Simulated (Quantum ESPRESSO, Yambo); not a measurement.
An input for Quantum ESPRESSO 7.5 (BiP (buckled honeycomb monolayer)):

```
&control
  calculation = 'nscf'
  prefix = 'x'
  outdir = 'o'
  pseudo_dir = 'pseudo'
/
&system
  ibrav = 0
  nat = 2
  ntyp = 2
  ecutwfc = 76.0
  nbnd = 54
  force_symmorphic = .true.
  noncolin = .true.
  lspinorb = .true.
/
&electrons
  conv_thr = 1e-9
  electron_maxstep = 80
  diago_full_acc = .true.
  diago_thr_init = 5e-6
/
ATOMIC_SPECIES
  P 30.974 P.upf
  Bi 208.98 Bi.upf
CELL_PARAMETERS angstrom
  3.8880174060 -0.0000000000 0.0000000000
  -1.9440087030 3.3671218440 0.0000000000
  0.0000000000 0.0000000000 14.0000000000
ATOMIC_POSITIONS crystal
  P 0.3333333333 0.6666666667 0.4472478389
  Bi 0.6666666667 0.3333333333 0.5527521611
K_POINTS automatic
  15 15 1 0 0 0
```

```sh
OMP_NUM_THREADS=1 mpirun -n 4 pw.x -nk 4 -in pw.in > pw.out
```

Q: Estimate wall time and host memory on 4 MPI ranks of Arm Neoverse V1, shared host.

It took 89 s; on shared hardware allow 45 s to 3 min. Peak host memory was 0.92 GiB.

[Paths, hosts, dates, memory and timing lines, banners, echoed tables and standing remarks are left out of the program output.]

[Logs are printed without paths, hosts, clocks, repeated set-up lines and the standing remarks that a program may print on its own settings, such as how far it seeks lower states.]

[Runs of the session that timed out or met a known fault of the program may be left out.]

[Hosts, paths, dates, database ids (printed as entryN), source tags and the programs' standing remarks are cut or masked in the printed files.]
